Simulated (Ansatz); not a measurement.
**YbPb (P4/mmm): from the cell to its phonons**

Wanted: phonon frequencies of YbPb (P4/mmm) and what follows from them.

Main program and level: Ansatz 0.2.0; DFT PBEsol, scalar-relativistic, plane waves, PAW.

This is a report of a sequence of runs, with most program output left out.

## 1. The structure

It takes space group P4/mmm (No. 123, tetragonal). The conventional cell has a = 3.596 Å, b = 3.596 Å, c = 4.443 Å, α = 90.00°, β = 90.00°, γ = 90.00°. Nearest to Yb lie 8 Pb at 3.38 Å and 4 Yb at 3.60 Å. Pb has 8 Yb at 3.38 Å and 4 Pb at 3.60 Å nearest. Farther neighbours are not listed.

Coordinates:

```cif
data_structure
_symmetry_space_group_name_H-M 'P4/mmm'
_symmetry_Int_Tables_number 123
_cell_length_a 3.5956
_cell_length_b 3.5956
_cell_length_c 4.4430
_cell_angle_alpha 90.000
_cell_angle_beta 90.000
_cell_angle_gamma 90.000
_cell_volume 57.44
loop_
_atom_site_label
_atom_site_type_symbol
_atom_site_symmetry_multiplicity
_atom_site_Wyckoff_symbol
_atom_site_fract_x
_atom_site_fract_y
_atom_site_fract_z
_atom_site_occupancy
Yb1 Yb 1 d 0.50000 0.50000 0.50000 1
Pb1 Pb 1 a 0.00000 0.00000 0.00000 1
```

## 2. Relaxation

The cell and atoms are relaxed, since residual forces and stress would shift the frequencies.

input.yaml

```yaml
crystal:
  lattice:
    - [3.5956379823, 0.0, 0.0]
    - [0.0, 3.5956379823, 0.0]
    - [0.0, 0.0, 4.443]
  atoms:
    - { symbol: Yb, position: [0.5, 0.5, 0.5] }
    - { symbol: Pb, position: [0.0, 0.0, 0.0] }
kpoints:
  mp_grid: { grid: [12, 12, 10] }
hamiltonian:
  xc: pbesol
scf:
  occupations: { method: gaussian, width: 0.1 }
output:
  forces: true
  stress: true
  eigenvalues: true
  write_density: true
  write_potential: true
  elf: true
  volumetric_format: npy
relax:
  adjacent_minimum: "off"
  f_tol: 0.005
  max_steps: 80
  cell: { stress_tol: 0.05 }
```

Command:

```sh
$ ansatz run input.yaml --threads 8 --pin off --max-ram 14336MiB --backend cpu --events-out ev --progress --plain --runs-dir out
```

Elapsed: 7.7 s, on 8 threads of AMD EPYC 9R14 (Zen 4), shared host; peak memory 0.65 GiB.

The steps of the relaxation:

```csv
step,energy less that of the first step (eV),largest force component (eV/Å),pressure (GPa),volume (Å³)
1,0.0000,0.0000,-1.90,57.44
2,-0.0170,0.0000,0.01,54.83
3,-0.0176,0.0000,0.01,54.81
4,-0.0179,0.0000,0.00,54.80
5*,-0.0173,0.0000,-0.01,54.80
```

Relaxation steps marked * repeat the geometry before them on a plane-wave basis chosen anew for their cell, so energy and pressure can jump there.

The run keeps the 16 symmetry operations that it works with, so distortions that break them were not tested.

| conventional cell, symmetrised | before | after | change |
| --- | --- | --- | --- |
| a (Å) | 3.596 | 3.515 | -2.2 % |
| b (Å) | 3.596 | 3.515 | -2.2 % |
| c (Å) | 4.443 | 4.436 | -0.2 % |
| volume (Å³/atom) | 28.72 | 27.40 | -4.6 % |

The relaxed structure:

```xyz
2
Lattice="3.5151 0.0000 0.0000 0.0000 3.5151 0.0000 0.0000 0.0000 4.4355" Properties=species:S:1:pos:R:3 pbc="T T T"
Yb    1.7575    1.7575    2.2178
Pb    0.0000    0.0000    0.0000
```

This step gave:

```
pressure          : -0.006924 GPa
volume per atom   : 27.40 Å³
gap on the k-mesh : 0 eV
```

ELF in the ac plane at fractional y = 0.500, with atoms of Yb within 0.2 Å of it. It is the smooth field of the valence electrons, not physical close to the nuclei.

Ten even steps from '0' (0.05) to '9' (0.80), each cell a mean:
```
33222111112223
33321100011233
33210000001233
33100001000123
32101244420012
11014688863001
00027999996200
00048998997300
00048998997300
00037999996200
10015799974101
21001356531002
32100011100023
33210000000123
33321000001233
33222111112233
22222111112222
```
Columns run along a (3.5 Å), rows up along c (4.4 Å). Atoms in or near the plane, at fractional coordinates: Yb at (0.50, 0.50).

Electrostatic potential energy in the ac plane at fractional y = 0.500, with atoms of Yb within 0.2 Å of it. With pseudopotentials it is smooth inside the atoms' cores, unlike the true potential.

Ten even steps from '_' (-48 eV) to '@' (16 eV), each cell a mean:
```
@@@@@@@@@@@@@@@@@@@@@@@@@@@@
@@@@@@@@@@@@@@@@@@@@@@@@@@@@
@@@@@@@@@@@@@@@@@@@@@@@@@@@@
@@@@@@@@@@%%%%%%%%@@@@@@@@@@
@@@@@@@@%%##******##%%@@@@@@
@@@@@@%%**++----==++##%%@@@@
@@@@%%##++::..__..--++%%@@@@
@@@@%%**--..______..==##%%@@
@@@@%%**--..______..==##%%@@
@@@@%%##==::____..::++##@@@@
@@@@@@%%**==--::--==**%%@@@@
@@@@@@@@%%****++**##%%@@@@@@
@@@@@@@@@@%%%%%%%%%%@@@@@@@@
@@@@@@@@@@@@@@@@@@@@@@@@@@@@
@@@@@@@@@@@@@@@@@@@@@@@@@@@@
@@@@@@@@@@@@@@@@@@@@@@@@@@@@
@@@@@@@@@@@@@@@@@@@@@@@@@@@@
```
Columns run along a (3.5 Å; values clipped at the 3rd and 97th percentile), rows up along c (4.4 Å). Atoms in or near the plane, at fractional coordinates: Yb at (0.50, 0.50).

Valence density in the ac plane at fractional y = 0.500, with atoms of Yb within 0.2 Å of it. It is the smooth field of the valence electrons, not physical close to the nuclei.

Ten steps, logarithmic in the rise over the least value, from '_' (0 e/Å³) to '@' (36 e/Å³), each cell a mean:
```
____________________________
____________________________
____________________________
____________________________
__________..::::::..________
________::--++++==--..______
______..--**##%%##++--..____
______::==##@@@@%%##==..____
______::++##@@@@@@##==..____
______..==**%%%%##**--..____
______..::==++**++==::______
________..::::--::....______
______________..____________
____________________________
____________________________
____________________________
____________________________
```
Columns run along a (3.5 Å), rows up along c (4.4 Å). Atoms in or near the plane, at fractional coordinates: Yb at (0.50, 0.50).

In this step the volume went from 28.72 to 27.40 Å³/atom.

## 3. Relaxing to small forces for the phonons

Phonons need a cell at rest on their own settings, so the relaxation is repeated with tight tolerances on forces and stress on the k mesh and occupations of the first response run.

input.yaml, the sections that differ from step 2:

```yaml
crystal:
  lattice:
    - [3.5150650436, 0.0, 0.0]
    - [0.0, 3.5150650436, 0.0]
    - [0.0, 0.0, 4.4355189618]
  atoms:
    - { symbol: Yb, position: [0.5, 0.5, 0.5] }
    - { symbol: Pb, position: [0.0, 0.0, 0.0] }
kpoints:
  mp_grid: { grid: [12, 12, 12] }
scf:
  occupations: { method: methfessel_paxton, width: 0.2 }
relax:
  adjacent_minimum: "off"
  f_tol: 0.001
  max_steps: 60
  cell: { stress_tol: 0.01 }
# hamiltonian, output: as in step 2
```

Run time: 8 s. Hardware: 8 threads; peak memory 0.64 GiB.

The steps of the relaxation:

```
step  energy less that of the first step (eV)  largest force component (eV/Å)  pressure (GPa)  volume (Å³)
   1                                   0.0000                          0.0000           -0.38        54.80
   2                                  -0.0007                          0.0000            0.05        54.30
   3                                  -0.0007                          0.0000            0.00        54.35
   4                                  -0.0007                          0.0000            0.00        54.35
  5*                                  -0.0006                          0.0000            0.00        54.35
```

Relaxation steps marked * repeat the geometry before them on a plane-wave basis chosen anew for their cell, so energy and pressure can jump there.

The run keeps the 16 symmetry operations that it works with, so distortions that break them were not tested.

```csv
"conventional cell, symmetrised",before,after,change
a (Å),3.515,3.510,-0.1 %
b (Å),3.515,3.510,-0.1 %
c (Å),4.436,4.412,-0.5 %
volume (Å³/atom),27.40,27.18,-0.8 %
```

Final coordinates:

```xyz
2
Lattice="3.5101 0.0000 0.0000 0.0000 3.5101 0.0000 0.0000 0.0000 4.4117" Properties=species:S:1:pos:R:3 pbc="T T T"
Yb    1.7550    1.7550    2.2059
Pb    0.0000    0.0000    0.0000
```

This step gave:

* pressure: -0.001343 GPa
* volume per atom: 27.18 Å³

Valence density in the ac plane at fractional y = 0.500, with atoms of Yb within 0.2 Å of it. It is the smooth field of the valence electrons, not physical close to the nuclei.

Ten steps, logarithmic in the rise over the least value, from '0' (0 e/Å³) to '9' (36 e/Å³), each cell a mean:
```
00000000000000
00000000000000
00000000000000
00000000000000
00000122210000
00002355431000
00013678753100
00024799874100
00025799974100
00014688763100
00012456542000
00001223211000
00000011000000
00000000000000
00000000000000
00000000000000
00000000000000
```
Columns run along a (3.5 Å), rows up along c (4.4 Å). Atoms in or near the plane, at fractional coordinates: Yb at (0.50, 0.50).

ELF in the ac plane at fractional y = 0.500, with atoms of Yb within 0.2 Å of it. It is the smooth field of the valence electrons, not physical close to the nuclei.

Ten even steps from '0' (0.05) to '9' (0.80), each cell a mean:
```
33222111112223
33321100011233
33210000001223
33100001000123
22001344420012
11014788863001
00037999996200
00048998997300
00048998997300
00037999996200
10015899974101
21001456531002
32100011100013
33210000000123
33321000001233
33222111112233
22222111122222
```
Columns run along a (3.5 Å), rows up along c (4.4 Å). Atoms in or near the plane, at fractional coordinates: Yb at (0.50, 0.50).

Electrostatic potential energy in the ac plane at fractional y = 0.500, with atoms of Yb within 0.2 Å of it. With pseudopotentials it is smooth inside the atoms' cores, unlike the true potential.

Ten even steps from '0' (-47 eV) to '9' (16 eV), each cell a mean:
```
99999999999999
99999999999999
99999999999999
99999888889999
99998766678999
99986533457899
99875210135899
99863100014789
99863100014789
99874200125799
99986432346899
99998655678999
99999888889999
99999999999999
99999999999999
99999999999999
99999999999999
```
Columns run along a (3.5 Å; values clipped at the 3rd and 97th percentile), rows up along c (4.4 Å). Atoms in or near the plane, at fractional coordinates: Yb at (0.50, 0.50).

The forces vanish by symmetry and the pressure is -0.001 GPa, within the tolerances set. The cell now holds 27.18 Å³/atom.

## 4. Zone-centre response

The zone centre comes first: it holds the modes that light can see, as far as symmetry allows. No field response is asked, since the mesh shows no gap.

input.yaml, the sections that differ from step 3:

```yaml
crystal:
  lattice:
    - [3.5100672859, 0.0, 0.0]
    - [0.0, 3.5100672859, 0.0]
    - [0.0, 0.0, 4.4117092552]
  atoms:
    - { symbol: Yb, position: [0.5, 0.5, 0.5] }
    - { symbol: Pb, position: [0.0, 0.0, 0.0] }
output:
  eigenvalues: true
phonons:
  method: dfpt
# kpoints, hamiltonian, scf: as in step 3
# relax: removed
```

Wall time 22 s (8 threads); peak memory 1.6 GiB; 2.3 min of CPU time.

This step gave:

```yaml
sum_rule_residual_before_enforcement: 7.79e-5 eV/Å²
point_group: 4/mmm
highest_optical_mode_at_the_zone_centre_no_lo_to_term: 102.2 cm⁻¹
lowest_optical_zone_centre_mode: 78.09 cm⁻¹
```

Patterns of degenerate modes are one choice out of their space. Modes at Γ, with each element's share of the kinetic energy:

```
mode  frequency (cm⁻¹)  symmetry  Yb %  Pb %
   1               0.0  acoustic    46    54
   2               0.0  acoustic    46    54
   3               0.0  acoustic    46    54
   4              78.1        Eu    54    46
   5              78.1        Eu    54    46
   6             102.2       A2u    54    46
```

Displacements in mode 4 (78.1 cm⁻¹), the largest set to 1:
```
Yb1  0.00  1.00  0.00
Pb2  0.00 -0.84  0.00
```

Displacements in mode 6 (102.2 cm⁻¹), the largest set to 1:
```
Yb1  0.00  0.00  1.00
Pb2  0.00  0.00 -0.84
```

Before it was imposed, the acoustic sum rule was missed by 7.8e-5 eV/Å². Small misses are needed for a sound result but don't prove that mesh and cutoff are converged. The lowest optical mode is real, 78.1 cm⁻¹.

## 5. Response at finite wavevector

Stability and thermal properties need the whole zone. Linear response on a 4×4×4 q mesh gives force constants as far as a supercell of that size would.

input.yaml, the sections that differ from step 4:

```yaml
phonons:
  method: dfpt
  qmesh: [4, 4, 4]
  temperatures: { t_max: 1000, t_step: 50 }
  qpath:
    path:
      - [[0.0, 0.0, 0.0], [0.0, 0.5, 0.0], [0.5, 0.5, 0.0], [0.0, 0.0, 0.0], [0.0, 0.0, 0.5], [0.0, 0.5, 0.5], [0.5, 0.5, 0.5], [0.0, 0.0, 0.5]]
      - [[0.0, 0.5, 0.0], [0.0, 0.5, 0.5]]
      - [[0.5, 0.5, 0.0], [0.5, 0.5, 0.5]]
    npoints: 10
# crystal, kpoints, hamiltonian, scf, output: as in step 4
```

Run time: 11 min. Hardware: 8 threads; peak memory 5.4 GiB.

This step gave:

* sum-rule residual before enforcement: 6.78e-5 eV/Å²
* lowest frequency on the path: 0 cm⁻¹
* highest frequency on the path or at a solved wavevector: 109.5 cm⁻¹
* mean frequency: 68.4 cm⁻¹
* Debye temperature (second moment): 133 K
* logarithmic mean frequency: 64.6 cm⁻¹
* lowest mode on the q mesh (acoustic modes at Γ apart): 28.35 cm⁻¹
* zero-point energy per atom: 12.72 meV
* heat capacity at 300 K: 24.70 J/(mol atoms K)
* vibrational entropy at 300 K: 54.29 J/(mol atoms K)

Frequencies (cm⁻¹) solved at each irreducible wavevector; negative means imaginary. Frequencies by wavevector, by row:

| q in reciprocal lattice units | star | mode 1 | mode 2 | mode 3 | mode 4 | mode 5 | mode 6 |
| --- | --- | --- | --- | --- | --- | --- | --- |
| 0 0 0 | 1 | 0 | 0 | 0 | 78.1 | 78.1 | 102.2 |
| 0 0 0.25 | 2 | 28.4 | 28.4 | 45.7 | 71.8 | 71.8 | 101.2 |
| 0 0 -0.5 | 1 | 51.9 | 51.9 | 55.4 | 55.4 | 76.6 | 83.4 |
| 0 0.25 0 | 4 | 29.2 | 36.6 | 54.3 | 70.2 | 84.6 | 92.2 |
| 0 0.25 0.25 | 8 | 34 | 35.2 | 65.3 | 70.7 | 74.3 | 102.3 |
| 0 0.25 -0.5 | 4 | 39 | 48.1 | 53.5 | 57.4 | 95.2 | 97.3 |
| 0 -0.5 0 | 2 | 50.3 | 54.3 | 62 | 73.8 | 76.1 | 89.2 |
| 0 -0.5 0.25 | 4 | 43.4 | 46.9 | 54.6 | 67.1 | 96.3 | 101.8 |
| 0 -0.5 -0.5 | 2 | 28.8 | 42.3 | 55.5 | 60.5 | 105.5 | 109.5 |
| 0.25 0.25 0 | 4 | 45.1 | 45.9 | 67.2 | 73.2 | 85.2 | 91.2 |
| 0.25 0.25 0.25 | 8 | 44 | 52 | 60.2 | 83.5 | 84.8 | 95.8 |
| 0.25 0.25 -0.5 | 4 | 38.1 | 54.3 | 66.1 | 70.2 | 95 | 97.6 |
| 0.25 -0.5 0 | 4 | 53.6 | 58.8 | 62 | 74.1 | 89 | 96.2 |
| 0.25 -0.5 0.25 | 8 | 47.2 | 59.9 | 67.6 | 74.6 | 93.2 | 98.9 |
| 0.25 -0.5 -0.5 | 4 | 44.4 | 66.4 | 66.6 | 67.2 | 96.5 | 101.6 |
| -0.5 -0.5 0 | 1 | 55.4 | 55.4 | 63.5 | 75 | 102.7 | 102.7 |
| -0.5 -0.5 0.25 | 2 | 61.9 | 61.9 | 66.7 | 81.7 | 94.7 | 94.7 |
| -0.5 -0.5 -0.5 | 1 | 69.5 | 75 | 75 | 79.7 | 79.7 | 86.8 |

Interpolated from a 4×4×4 q mesh. The phonon branches at the labelled points (cm⁻¹):

| point | branch 1 | branch 2 | branch 3 | branch 4 | branch 5 | branch 6 |
| --- | --- | --- | --- | --- | --- | --- |
| Γ | 0 | 0 | 0 | 78 | 78 | 102 |
| halfway | 29 | 37 | 54 | 70 | 85 | 92 |
| X | 50 | 54 | 62 | 74 | 76 | 89 |
| halfway | 54 | 59 | 62 | 74 | 89 | 96 |
| M | 55 | 55 | 64 | 75 | 103 | 103 |
| halfway | 45 | 46 | 67 | 73 | 85 | 91 |
| Γ | 0 | 0 | 0 | 78 | 78 | 102 |
| halfway | 28 | 28 | 46 | 72 | 72 | 101 |
| Z | 52 | 52 | 55 | 55 | 77 | 83 |
| halfway | 39 | 48 | 54 | 57 | 95 | 97 |
| R | 29 | 42 | 56 | 60 | 106 | 110 |
| halfway | 44 | 66 | 67 | 67 | 96 | 102 |
| A | 70 | 75 | 75 | 80 | 80 | 87 |
| halfway | 38 | 54 | 66 | 70 | 95 | 98 |
| Z | 52 | 52 | 55 | 55 | 77 | 83 |
| jump to X | 50 | 54 | 62 | 74 | 76 | 89 |
| halfway | 43 | 47 | 55 | 67 | 96 | 102 |
| R | 29 | 42 | 56 | 60 | 106 | 110 |
| jump to M | 55 | 55 | 64 | 75 | 103 | 103 |
| halfway | 62 | 62 | 67 | 82 | 95 | 95 |
| A | 70 | 75 | 75 | 80 | 80 | 87 |

Tetrahedra on a 20×20×16 mesh, mean over bins of 1 cm-1. Interpolated from a 4×4×4 q mesh. Table of phonon density of states by wavenumber; read off at these points:

wavenumber (cm⁻¹), phonon density of states (1/cm⁻¹/cell) and a bar:
```
      0.5      0.000 
      3.5      0.000 
      6.5      0.000 
      9.5      0.001 
     12.5      0.002 
     15.5      0.003 #
     18.5      0.005 #
     21.5      0.007 #
     24.5      0.010 ##
     27.5      0.014 ###
     29.5      0.018 ####
     32.5      0.031 ######
     35.5      0.059 ############
     38.5      0.061 #############
     41.5      0.059 ############
     44.5      0.075 ################
     47.5      0.073 ###############
     50.5      0.073 ###############
     53.5      0.063 #############
     56.5      0.118 #########################
     58.5      0.144 ##############################
     59.5      0.119 #########################
     62.5      0.141 #############################
     65.5      0.085 ##################
     68.5      0.082 #################
     69.5      0.086 ##################
     71.5      0.073 ###############
     74.5      0.082 #################
     75.5      0.086 ##################
     77.5      0.072 ###############
     80.5      0.073 ###############
     82.5      0.064 #############
     85.5      0.047 ##########
     88.5      0.041 #########
     91.5      0.082 #################
     94.5      0.104 ######################
     97.5      0.119 #########################
    100.5      0.105 ######################
    103.5      0.041 #########
    106.5      0.017 ###
    109.5      0.001
```

Phonopy on the run's constants, 17x17x13 mesh, Gaussian sigma 2.0 cm-1. Interpolated from a 4×4×4 q mesh. Table of partial phonon density of states by wavenumber; read off at these points; values in 1/cm⁻¹/cell:

```csv
wavenumber (cm⁻¹),Pb,Yb
-5.0,0,0
0.0,9.0e-5,7.0e-5
5.0,1.0e-4,8.0e-5
10.0,8.2e-4,6.9e-4
15.0,0.00151,0.00128
20.0,0.0036,0.00309
25.0,0.00588,0.0051
30.0,0.0113,0.00987
35.0,0.0278,0.0236
40.0,0.0306,0.0296
45.0,0.0292,0.0418
50.0,0.0288,0.0430
55.0,0.0535,0.0411
58.3,0.0716,0.0525
60.0,0.0684,0.0578
62.4,0.0595,0.0611
65.0,0.0480,0.0520
70.0,0.0394,0.0377
75.0,0.0464,0.0304
75.8,0.0465,0.0304
80.0,0.0395,0.0322
85.0,0.0266,0.0253
90.0,0.0294,0.0347
95.0,0.0460,0.0568
97.4,0.0494,0.0600
100.0,0.0448,0.0524
105.0,0.0152,0.0183
110.0,0.00167,0.00219
115.0,8.8e-6,8.8e-6
120.0,0,0
```

Second derivatives of the energy by pair, one row for each kind of neighbour of each atom listed. Each entry sums the pair over the periodic images of the supercell that the q mesh stands for, and in a polar crystal it holds the long-range dipole part too. Force constants by pair, by row:

| atom | neighbour | distance (Å) | third of the trace (eV/Å²) | along the pair's line (eV/Å²) |
| --- | --- | --- | --- | --- |
| Yb1 | itself | 0 | 3.321 | – |
| Yb1 | Pb | 3.321 | -0.3236 | -1.093 |
| Yb1 | Yb | 3.51 | -0.1772 | -0.8077 |
| Yb1 | Yb | 4.412 | -0.0485 | -0.2617 |
| Yb1 | Yb | 4.964 | -0.0032 | 0.0052 |
| Yb1 | Yb | 5.638 | -0.0102 | 0.0178 |
| Yb1 | Pb | 5.972 | -0.0061 | -0.0077 |
| Yb1 | Yb | 6.641 | 0.0244 | 0.0825 |
| Yb1 | Yb | 7.02 | -0.0031 | -0.0283 |
| Pb2 | itself | 0 | 3.856 | – |
| Pb2 | Yb | 3.321 | -0.3236 | -1.093 |
| Pb2 | Pb | 3.51 | -0.2061 | -0.5349 |
| Pb2 | Pb | 4.412 | -0.0976 | -0.3416 |
| Pb2 | Pb | 4.964 | -0.0146 | -0.0301 |
| Pb2 | Pb | 5.638 | -0.0019 | -0.0115 |
| Pb2 | Yb | 5.972 | -0.0061 | -0.0077 |
| Pb2 | Pb | 6.641 | -0.0024 | 0.0037 |
| Pb2 | Pb | 7.02 | -0.0411 | -0.1089 |

Harmonic thermodynamic functions per atom, from the density of states. Interpolated from a 4×4×4 q mesh. Thermodynamic functions, by row:

```
T (K)  F_vib (meV/atom)  S (J/mol-atom/K)  C_V (J/mol-atom/K)
    0             12.72                 0                   0
   50             10.21             13.36               18.07
  100             -0.75             27.83               22.88
  200            -39.04             44.33                24.4
  300            -90.48             54.29                24.7
  400            -150.6             61.41                24.8
  500            -217.2             66.95               24.85
  600              -289             71.48               24.88
  700            -365.2             75.32                24.9
  800              -445             78.64               24.91
  900              -528             81.58               24.91
 1000              -614              84.2               24.92
```

Harmonic mean-square displacement, third of the trace. Interpolated from a 4×4×4 q mesh. Mean square displacements, by row:

```
T (K)  Yb1 U_eq (Å²)  Pb2 U_eq (Å²)
    0        0.00161        0.00136
  100        0.00466        0.00402
  300        0.01338        0.01155
  600        0.02665        0.02301
```

Symmetry leaves 18 wavevectors to solve. The lowest mode among them, the acoustic zeros apart, lies at q = (0, 0, 0.25) and is real, 28.4 cm⁻¹.

## 6. Outcome

```yaml
space_group_after_relaxation_within_0p01_a: P4/mmm
volume_per_atom: 27.2 Å³
electronic_character: no gap on this mesh
highest_optical_mode_at_the_zone_centre_no_lo_to_term: 102 cm⁻¹
lowest_optical_zone_centre_mode: 78.1 cm⁻¹
lowest_mode_on_the_q_mesh_acoustic_modes_at_gamma_apart: 28.4 cm⁻¹
highest_frequency_on_the_path_or_at_a_solved_wavevector: 110 cm⁻¹
zero_point_energy_per_atom: 12.7 meV
heat_capacity_at_300_k: 24.7 J/(mol atoms K)
vibrational_entropy_at_300_k: 54.3 J/(mol atoms K)
debye_temperature_second_moment: 133 K
imaginary_modes_on_the_4x4x4_q_mesh: none
```

What this shows: The structure is a minimum as far as tested: no mode is imaginary at the 18 irreducible wavevectors of the 4×4×4 mesh, and the softest away from the acoustic zeros lies at 28 cm⁻¹. The optical modes at Γ span 78 to 102 cm⁻¹. With no gap, or one that is small against the smearing, the frequencies hang on the k mesh and the smearing, most of all near Kohn anomalies. The phonon runs are without spin polarisation, although Yb often carries a moment. The 4f shell is treated without a U, so valence and screening may be off. Spin-orbit coupling is left out, which can matter for the heavy elements here. A phonon run warned that its eigensolver left some bands unconverged in a pass. These are harmonic frequencies at zero temperature: anharmonic shifts, linewidths and thermal expansion are left out.

[Logs are printed without paths, hosts, clocks, repeated set-up lines and the standing remarks that a program may print on its own settings, such as how far it seeks lower states.]

[Hosts, paths, dates, database ids (printed as entryN), source tags and the programs' standing remarks are cut or masked in the printed files.]
